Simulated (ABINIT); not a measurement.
# A GW chain in ABINIT: In2O3 (R-3c)

Aim: the G0W0 gap of In2O3 (R-3c) on LDA, step by step.

Calculated with ABINIT 10.8.3; LDA and many-body steps on it, plane waves.

**What was measured.**

- Gap 3.08 eV: optical gap from linear extrapolation of the absorption edge; UV-visible absorption, Tauc-type extrapolation; powder (hydrothermally grown microspheres, annealed at 400 C) (“Fabrication and performance enhancement of an In2O3/BiVO4 heterojunction for N-butanol gas sensing applications”, 2024, pmc:11650617).

### Step 1. The structure

It takes space group R-3c (No. 167, trigonal). The conventional cell has a = 5.487 Å, b = 5.487 Å, c = 14.510 Å, α = 90.00°, β = 90.00°, γ = 120.00°. In has 6 O at 2.12 to 2.26 Å nearest. Nearest to O lie 4 In at 2.12 to 2.26 Å. Farther neighbours and most contacts between anions are not listed.

The cell and positions come from the Crystallography Open Database and are kept as given unless a step says otherwise. This is not the form that In2O3 usually takes at ambient conditions.

### Step 2. Ground state

This step: ABINIT 10.8.3; DFT, LDA, plane waves, norm-conserving pseudopotentials.

The ground-state density comes first.

The input, run.abi:

```
acell 3*1.0 Angstrom
rprim 
  2.743499999981 1.583960463511 4.836666666700
  -2.743499999981 1.583960463511 4.836666666700
  -0.000000000000 -3.167920927022 4.836666666700
ntypat 2
znucl 49 8
natom 10
typat 1 1 1 1 2 2 2 2 2 2
xred 
  0.357310000000 0.357310000000 0.357310000000
  0.142690000000 0.142690000000 0.142690000000
  0.642690000000 0.642690000000 0.642690000000
  0.857310000000 0.857310000000 0.857310000000
  0.548000000000 0.952000000000 0.250000000000
  0.250000000000 0.548000000000 0.952000000000
  0.952000000000 0.250000000000 0.548000000000
  0.452000000000 0.048000000000 0.750000000000
  0.750000000000 0.452000000000 0.048000000000
  0.048000000000 0.750000000000 0.452000000000
pp_dirpath "pseudos"
pseudos "In.upf, O.upf"
ecut 42
ngkpt 4 4 4
nshiftk 1
shiftk 0 0 0
kptopt 1
chksymbreak 0
nband 69
occopt 1
tolvrs 1e-08
nstep 60
prtwf 0
optforces 0
optstress 0
indata_prefix "in"
outdata_prefix "out"
tmpdata_prefix "tmp"
```

Launch:

```sh
OMP_NUM_THREADS=1 mpirun -n 4 abinit run.abi > log
```

Numbers of over 12 decimals in the logs are rounded to 6 here.

Output:

```text
.Version 10.8.3 of ABINIT. v10.8.2 released Aug 2026.

 Symmetries : space group R-3 c (#167); Bravais hR (rhombohedral)
================================================================================
 Values of the parameters that define the memory need of the present run
     intxc =       0    ionmov =       0      iscf =       7    lmnmax =       6
     lnmax =       6     mgfft =      64  mpssoang =       3    mqgrid =    3001
     natom =      10  nloc_mem =       1    nspden =       1   nspinor =       1
    nsppol =       1      nsym =      12    n1xccc =    2501    ntypat =       2
    occopt =       1   xclevel =       1
-    mband =          69        mffmem =           1         mkmem =           4
       mpw =       11091          nfft =      262144          nkpt =          13
================================================================================
  Rough estimation (10% accuracy) of disk space for files :
================================================================================

--------------------------------------------------------------------------------
------------- Echo of variables that govern the present computation ------------
--------------------------------------------------------------------------------
 -outvars: echo values of preprocessed input variables --------
            acell      1.8897261259E+00  1.8897261259E+00  1.8897261259E+00 Bohr

      chksymbreak           0
             ecut      4.20000000E+01 Hartree
-          fftalg         312

              ixc       -1012
              kpt      0.00000000E+00  0.00000000E+00  0.00000000E+00
                       2.50000000E-01  0.00000000E+00  0.00000000E+00
                       5.00000000E-01  0.00000000E+00  0.00000000E+00
                       2.50000000E-01  2.50000000E-01  0.00000000E+00
                       5.00000000E-01  2.50000000E-01  0.00000000E+00
                      -2.50000000E-01  2.50000000E-01  0.00000000E+00
                       5.00000000E-01  5.00000000E-01  0.00000000E+00
                       2.50000000E-01  2.50000000E-01  2.50000000E-01
                       5.00000000E-01  2.50000000E-01  2.50000000E-01
                      -2.50000000E-01  2.50000000E-01  2.50000000E-01
                       5.00000000E-01  5.00000000E-01  2.50000000E-01
[...]
kptrlatt        4    0    0      0    4    0      0    0    4
          kptrlen      4.14757090E+01
P           mkmem           4
            natom          10
            nband          69
            ngfft          64      64      64
             nkpt          13
            nstep          60
             nsym          12
           ntypat           2
              occ      2.000000  2.000000  2.000000  2.000000  2.000000  2.000000
                       2.000000  2.000000  2.000000  2.000000  2.000000  2.000000
                       2.000000  2.000000  2.000000  2.000000  2.000000  2.000000
                       2.000000  2.000000  2.000000  2.000000  2.000000  2.000000
                       2.000000  2.000000  2.000000  2.000000  2.000000  2.000000
                       2.000000  2.000000  2.000000  2.000000  2.000000  2.000000
                       2.000000  2.000000  2.000000  2.000000  2.000000  2.000000
                       2.000000  2.000000  2.000000  2.000000  2.000000  2.000000
                       2.000000  2.000000  2.000000  2.000000  2.000000  2.000000
                       2.000000  2.000000  2.000000  2.000000  2.000000  2.000000
                       0.000000  0.000000  0.000000  0.000000  0.000000  0.000000
[...]
optforces           0
        optstress           0
            prtwf           0
            rprim      2.7435000000E+00  1.5839604635E+00  4.8366666667E+00
[...]
spgroup         167

           tolvrs      1.00000000E-08

             xred      3.5731000000E-01  3.5731000000E-01  3.5731000000E-01
[...]
znucl       49.00000    8.00000

================================================================================

 chkinp: Checking input parameters for consistency.

================================================================================
== DATASET  1 ==================================================================
-   mpi_nproc: 4, omp_nthreads: 1 (-1 if OMP is not activated)

--- !DatasetInfo
iteration_state: {dtset: 1, }
dimensions: {natom: 10, nkpt: 13, mband: 69, nsppol: 1, nspinor: 1, nspden: 1, mpw: 11091, }
cutoff_energies: {ecut:  42.0, pawecutdg:  -1.0, }
electrons: {nelect:   1.20000000E+02, charge:   0.00000000E+00, occopt:   1.00000000E+00, tsmear:   1.00000000E-02, }

 Real(R)+Recip(G) space primitive vectors, cartesian coordinates (Bohr,Bohr^-1):
 R(1)=  5.1844636  2.9932515  9.1399754  G(1)=  0.0964420  0.0556808  0.0364698
 R(2)= -5.1844636  2.9932515  9.1399754  G(2)= -0.0964420  0.0556808  0.0364698
 R(3)=  0.0000000 -5.9865029  9.1399754  G(3)=  0.0000000 -0.1113616  0.0364698
 Unit cell volume ucvol=  8.5102695E+02 bohr^3
 Angles (23,13,12)=  5.66545413E+01  5.66545413E+01  5.66545413E+01 degrees

 getcut: wavevector=  0.0000  0.0000  0.0000  ngfft=  64  64  64
         ecut(hartree)=     42.000   => boxcut(ratio)=   2.00819

--- Pseudopotential description ------------------------------------------------
[...]
pspatm : epsatm=    6.24525921
         --- l  ekb(1:nproj) -->
[...]
2   -1.033686
 pspatm: atomic psp has been read  and splines computed

   2.07843847E+04                                ecore*ucvol(ha*bohr**3)
--------------------------------------------------------------------------------

_setup2: Arith. and geom. avg. npw (full set) are   11064.078   11064.066

================================================================================

--- !BeginCycle
iteration_state: {dtset: 1, }
solver: {iscf: 7, nstep: 60, nline: 4, wfoptalg: 0, }
tolerances: {tolvrs: 1.00E-08, }

     iter   Etot(hartree)      deltaE(h)  residm     vres2
 ETOT  1  -894.81907857237    -8.948E+02 2.140E-01 3.018E+03
 ETOT  2  -895.80129195258    -9.822E-01 2.630E-02 3.576E+03
 ETOT  3  -896.66247971825    -8.612E-01 8.077E-03 7.679E+01
 ETOT  4  -896.67792294060    -1.544E-02 2.880E-03 3.858E+00
 ETOT  5  -896.67874823962    -8.253E-04 1.424E-03 3.598E-01
 ETOT  6  -896.67881873181    -7.049E-05 1.189E-03 3.758E-03
 ETOT  7  -896.67881887339    -1.416E-07 3.021E-04 5.247E-04
 ETOT  8  -896.67881897500    -1.016E-07 2.456E-04 1.903E-05
 ETOT  9  -896.67881897807    -3.065E-09 9.132E-05 1.022E-07
 ETOT 10  -896.67881897810    -2.558E-11 6.958E-05 2.354E-09

 At SCF step   10       vres2   =  2.35E-09 < tolvrs=  1.00E-08 =>converged.

--- !ResultsGS
iteration_state: {dtset: 1, }
comment   : Summary of ground state results
lattice_vectors:
- [  5.1844636,   2.9932515,   9.1399754, ]
- [ -5.1844636,   2.9932515,   9.1399754, ]
- [ -0.0000000,  -5.9865029,   9.1399754, ]
lattice_lengths: [  10.92600,   10.92600,   10.92600, ]
lattice_angles: [ 56.655,  56.655,  56.655, ] # degrees, (23, 13, 12)
lattice_volume:   8.5102695E+02
convergence: {deltae: -2.558E-11, res2:  2.354E-09, residm:  6.958E-05, diffor:  0.000E+00, }
etotal    :  -8.96678819E+02
entropy   :   0.00000000E+00
fermie    :   1.89755434E-01
cartesian_stress_tensor: null
pressure_GPa: null
xred      :
- [  3.5731E-01,   3.5731E-01,   3.5731E-01, In]
- [  1.4269E-01,   1.4269E-01,   1.4269E-01, In]
- [  6.4269E-01,   6.4269E-01,   6.4269E-01, In]
- [  8.5731E-01,   8.5731E-01,   8.5731E-01, In]
- [  5.4800E-01,   9.5200E-01,   2.5000E-01,  O]
- [  2.5000E-01,   5.4800E-01,   9.5200E-01,  O]
- [  9.5200E-01,   2.5000E-01,   5.4800E-01,  O]
- [  4.5200E-01,   4.8000E-02,   7.5000E-01,  O]
- [  7.5000E-01,   4.5200E-01,   4.8000E-02,  O]
- [  4.8000E-02,   7.5000E-01,   4.5200E-01,  O]
cartesian_forces: null
force_length_stats: {min: null, max: null, mean: null, }

 Integrated electronic density in atomic spheres:
 ------------------------------------------------
 Atom  Sphere_radius  Integrated_density
[...]
================================================================================

 ----iterations are completed or convergence reached----

 Mean square residual over all n,k,spin=   37.865E-08; max=  69.577E-06
 reduced coordinates (array xred) for   10 atoms
[...]
0.250000000000      0.548000000000      0.952000000000
       0.952000000000      0.250000000000      0.548000000000
       0.452000000000      0.048000000000      0.750000000000
       0.750000000000      0.452000000000      0.048000000000
       0.048000000000      0.750000000000      0.452000000000
 rms dE/dt=  0.0000E+00; max dE/dt=  0.0000E+00; dE/dt below (all hartree)
    1       0.000000000000      0.000000000000      0.000000000000
    2       0.000000000000      0.000000000000      0.000000000000
    3       0.000000000000      0.000000000000      0.000000000000
    4       0.000000000000      0.000000000000      0.000000000000
    5       0.000000000000      0.000000000000      0.000000000000
    6       0.000000000000      0.000000000000      0.000000000000
    7       0.000000000000      0.000000000000      0.000000000000
    8       0.000000000000      0.000000000000      0.000000000000
    9       0.000000000000      0.000000000000      0.000000000000
   10       0.000000000000      0.000000000000      0.000000000000

 cartesian coordinates (angstrom) at end:
[...]
6     -0.817563    -1.751860     8.464167
    7      1.925937     0.167900     8.464167
    8      1.108374    -1.583960     6.045833
    9      0.817563     1.751860     6.045833
   10     -1.925937    -0.167900     6.045833
 length scales=  1.889726125908  1.889726125908  1.889726125908 bohr
              =  1.000000000000  1.000000000000  1.000000000000 angstroms
 prteigrs : about to open file out_EIG
 Fermi (or HOMO) energy (hartree) =   0.18976   Average Vxc (hartree)=  -0.44769
 Eigenvalues (hartree) for nkpt=  13  k points:
 kpt#   1, nband= 69, wtk=  0.01563, kpt=  0.0000  0.0000  0.0000 (reduced coord)
  -3.94146   -3.94144   -3.94144   -3.94143   -2.42136   -2.42134   -2.42112   -2.42112
  -2.42020   -2.42020   -2.42020   -2.42020   -2.42005   -2.42005   -2.42003   -2.42003
  -0.44913   -0.41542   -0.41542   -0.40634   -0.40634   -0.40233   -0.26159   -0.26159
  -0.25555   -0.25555   -0.25507   -0.25050   -0.24970   -0.24970   -0.24772   -0.24772
  -0.24563   -0.24563   -0.24118   -0.24118   -0.24082   -0.24057   -0.22901   -0.22901
  -0.20091   -0.20091   -0.02283   -0.00871    0.03810    0.03810    0.06602    0.07491
   0.09135    0.09135    0.09582    0.16046    0.16046    0.17208    0.17636    0.17636
   0.17990    0.17990    0.18803    0.18803    0.23383    0.38930    0.41295    0.45301
   0.52129    0.52303    0.52303    0.53257    0.54833
 prteigrs : prtvol=0 or 1, do not print more k-points.

--- !EnergyTerms
iteration_state     : {dtset: 1, }
comment             : Components of total free energy in Hartree
kinetic             :  3.38770427696167E+02
hartree             :  2.58693487354200E+02
xc                  : -1.36570059515049E+02
Ewald energy        : -5.46815742705226E+02
psp_core            :  2.44227104705728E+01
local_psp           : -7.49110354888748E+02
non_local_psp       : -8.60692873900122E+01
total_energy        : -8.96678818978095E+02
total_energy_eV     : -2.43998736818030E+04
band_energy         : -1.00321707820668E+02

== END DATASET(S) ==============================================================
================================================================================

 -outvars: echo values of variables after computation  --------
           etotal     -8.9667881898E+02
            nband          69
             nkpt          13
          spgroup         167
 [... the other variables as echoed above ...]

 Calculation completed.
```

Wall time 2.3 min (4 MPI ranks of Arm Neoverse V2, shared host); peak memory 0.63 GiB.

Numbers from this step:

| Property | Result |
| --- | --- |
| total energy | -24399.8737 eV |
| gap | 1.199 eV |
| k of the valence top | 0.25, 0, 0 |
| k of the conduction bottom | 0, 0, 0 |
| least direct gap | 1.246 eV |

The gap is indirect, with the least direct gap 0.05 eV higher.

### Step 3. Empty states on the mesh, 4×4×4 mesh, 140 bands

The sums over transitions need many empty states on a uniform mesh; this step solves for them.

Edit run.abi of step 2 so:

```diff
@@ -28,9 +28,10 @@
 chksymbreak 0
-nband 69
-occopt 1
-tolvrs 1e-08
+iscf -2
+irdden 1
+istwfk *1
+nband 140
+nbdbuf 12
+tolwfr 1e-09
 nstep 60
-prtwf 0
-optforces 0
-optstress 0
+prtvol 0
 indata_prefix "in"
```

Output:

```text
.Version 10.8.3 of ABINIT. v10.8.2 released Aug 2026.

 Symmetries : space group R-3 c (#167); Bravais hR (rhombohedral)
[... echo of the input left out ...]
== DATASET  1 ==================================================================
-   mpi_nproc: 4, omp_nthreads: 1 (-1 if OMP is not activated)

--- !DatasetInfo
iteration_state: {dtset: 1, }
dimensions: {natom: 10, nkpt: 13, mband: 140, nsppol: 1, nspinor: 1, nspden: 1, mpw: 11092, }
cutoff_energies: {ecut:  42.0, pawecutdg:  -1.0, }
electrons: {nelect:   1.20000000E+02, charge:   0.00000000E+00, occopt:   1.00000000E+00, tsmear:   1.00000000E-02, }

 Real(R)+Recip(G) space primitive vectors, cartesian coordinates (Bohr,Bohr^-1):
 R(1)=  5.1844636  2.9932515  9.1399754  G(1)=  0.0964420  0.0556808  0.0364698
 R(2)= -5.1844636  2.9932515  9.1399754  G(2)= -0.0964420  0.0556808  0.0364698
 R(3)=  0.0000000 -5.9865029  9.1399754  G(3)=  0.0000000 -0.1113616  0.0364698
 Unit cell volume ucvol=  8.5102695E+02 bohr^3
 Angles (23,13,12)=  5.66545413E+01  5.66545413E+01  5.66545413E+01 degrees

 getcut: wavevector=  0.0000  0.0000  0.0000  ngfft=  64  64  64
         ecut(hartree)=     42.000   => boxcut(ratio)=   2.00819

--- Pseudopotential description ------------------------------------------------
- In Generated using ONCVPSP code by D. R. Hamann
- 49.00000  21.00000  180309                  znucl, zion, pspdat
12 -1012 2 -1 1894                            pspcod,pspxc,lmax,lloc,mmax
     nproj     2     2     2
  pspatm : epsatm=   33.93291270
         --- l  ekb(1:nproj) -->
             0    8.377455   -0.565121
             1    2.447487   -1.211193
             2   -3.400789   -0.970230
 pspatm: atomic psp has been read  and splines computed

- O Generated using ONCVPSP code by D. R. Hamann
-  8.00000   6.00000  201201                  znucl, zion, pspdat
12 -1012 2 -1 926                             pspcod,pspxc,lmax,lloc,mmax
     nproj     2     2     1
  pspatm : epsatm=    6.24525921
         --- l  ekb(1:nproj) -->
[...]
2   -1.033686
 pspatm: atomic psp has been read  and splines computed

--------------------------------------------------------------------------------

================================================================================
 prteigrs : about to open file out_EIG
 Non-SCF case, kpt    1 (  0.00000  0.00000  0.00000), residuals and eigenvalues=
  6.24E-10  7.07E-10  5.89E-10  6.03E-10  5.07E-10  5.77E-10  5.12E-10  6.37E-10
  5.19E-10  7.70E-10  4.00E-10  7.90E-10  5.24E-10  6.30E-10  4.77E-10  6.36E-10
  1.79E-10  1.53E-10  4.98E-10  5.75E-10  8.40E-10  5.75E-10  1.78E-10  2.57E-10
[...]
5.23E-05  8.54E-05  3.97E-04  1.01E-04
 -3.9415E+00 -3.9414E+00 -3.9414E+00 -3.9414E+00 -2.4214E+00 -2.4213E+00
 -2.4211E+00 -2.4211E+00 -2.4202E+00 -2.4202E+00 -2.4202E+00 -2.4202E+00
 -2.4200E+00 -2.4200E+00 -2.4200E+00 -2.4200E+00 -4.4913E-01 -4.1542E-01
[...]
1.4813E+00  1.4878E+00  1.4990E+00  1.4990E+00  1.5264E+00  1.5264E+00
  1.5543E+00  1.5549E+00  1.5648E+00  1.5648E+00  1.6047E+00  1.6141E+00
  1.6163E+00  1.6267E+00
 prteigrs : prtvol=0 or 1, do not print more k-points.

--- !ResultsGS
iteration_state: {dtset: 1, }
comment   : Summary of ground state results
lattice_vectors:
- [  5.1844636,   2.9932515,   9.1399754, ]
- [ -5.1844636,   2.9932515,   9.1399754, ]
- [ -0.0000000,  -5.9865029,   9.1399754, ]
lattice_lengths: [  10.92600,   10.92600,   10.92600, ]
lattice_angles: [ 56.655,  56.655,  56.655, ] # degrees, (23, 13, 12)
lattice_volume:   8.5102695E+02
convergence: {deltae:  0.000E+00, res2:  0.000E+00, residm:  9.977E-10, diffor:  0.000E+00, }
etotal    :  -8.96678819E+02
entropy   :   0.00000000E+00
fermie    :   1.89755434E-01
cartesian_stress_tensor: null
pressure_GPa: null
xred      :
- [  3.5731E-01,   3.5731E-01,   3.5731E-01, In]
- [  1.4269E-01,   1.4269E-01,   1.4269E-01, In]
- [  6.4269E-01,   6.4269E-01,   6.4269E-01, In]
- [  8.5731E-01,   8.5731E-01,   8.5731E-01, In]
- [  5.4800E-01,   9.5200E-01,   2.5000E-01,  O]
- [  2.5000E-01,   5.4800E-01,   9.5200E-01,  O]
- [  9.5200E-01,   2.5000E-01,   5.4800E-01,  O]
- [  4.5200E-01,   4.8000E-02,   7.5000E-01,  O]
- [  7.5000E-01,   4.5200E-01,   4.8000E-02,  O]
- [  4.8000E-02,   7.5000E-01,   4.5200E-01,  O]
cartesian_forces: null
force_length_stats: {min: null, max: null, mean: null, }

 Integrated electronic density in atomic spheres:
 ------------------------------------------------
 Atom  Sphere_radius  Integrated_density
[...]
================================================================================

 ----iterations are completed or convergence reached----

 Mean square residual over all n,k,spin=   42.339E-11; max=  99.769E-11
 reduced coordinates (array xred) for   10 atoms
[...]
0.750000000000      0.452000000000      0.048000000000
       0.048000000000      0.750000000000      0.452000000000

 cartesian coordinates (angstrom) at end:
    1      0.000000     0.000000     5.184568
    2     -0.000000    -0.000000     2.070432
[...]
10     -1.925937    -0.167900     6.045833
 length scales=  1.889726125908  1.889726125908  1.889726125908 bohr
              =  1.000000000000  1.000000000000  1.000000000000 angstroms
 prteigrs : about to open file out_EIG
 Eigenvalues (hartree) for nkpt=  13  k points:
 kpt#   1, nband=140, wtk=  0.01563, kpt=  0.0000  0.0000  0.0000 (reduced coord)
[...]
1.39538    1.42205    1.42205    1.45076    1.47567    1.48128    1.48128    1.48779
   1.49896    1.49896    1.52637    1.52637    1.55435    1.55495    1.56484    1.56484
   1.60467    1.61412    1.61630    1.62670
 prteigrs : prtvol=0 or 1, do not print more k-points.

== END DATASET(S) ==============================================================
================================================================================

 -outvars: echo values of variables after computation  --------
            nband         140
             nkpt          13
          spgroup         167
 [... the other variables as echoed above ...]

 Calculation completed.
```

Wall time 2.9 min (4 MPI ranks); peak memory 0.72 GiB; 12 min of CPU time.

Numbers from this step:

```
gap                                                           : 1.199 eV
k of the valence top                                          : 0.25, 0, 0
k of the conduction bottom                                    : 0, 0, 0
least direct gap                                              : 1.246 eV
k points computed                                             : 13
lowest point of the top converged band, above the valence top : 33.36 eV
```

On this mesh the gap is 1.199 eV.

(Part 1 of 2 ends here.)

[Paths, hosts, dates, memory and timing lines, banners, echoed tables and standing remarks are left out of the program output.]

[Logs are printed without paths, hosts, clocks, repeated set-up lines and the standing remarks that a program may print on its own settings, such as how far it seeks lower states.]

[Runs of the session that timed out or met a known fault of the program may be left out.]

[Hosts, paths, dates, database ids (printed as entryN), source tags and the programs' standing remarks are cut or masked in the printed files.]

[G0W0 gaps are taken among the corrected bands and points alone; a level outside them can change the order at an edge.]

[Where Ansatz stands beside ABINIT at settings called matched, ABINIT's density can come from a denser mesh and the files from another edition; pairs whose starting gaps differed by over 0.03 eV were left out, so agreement reads better than it is.]
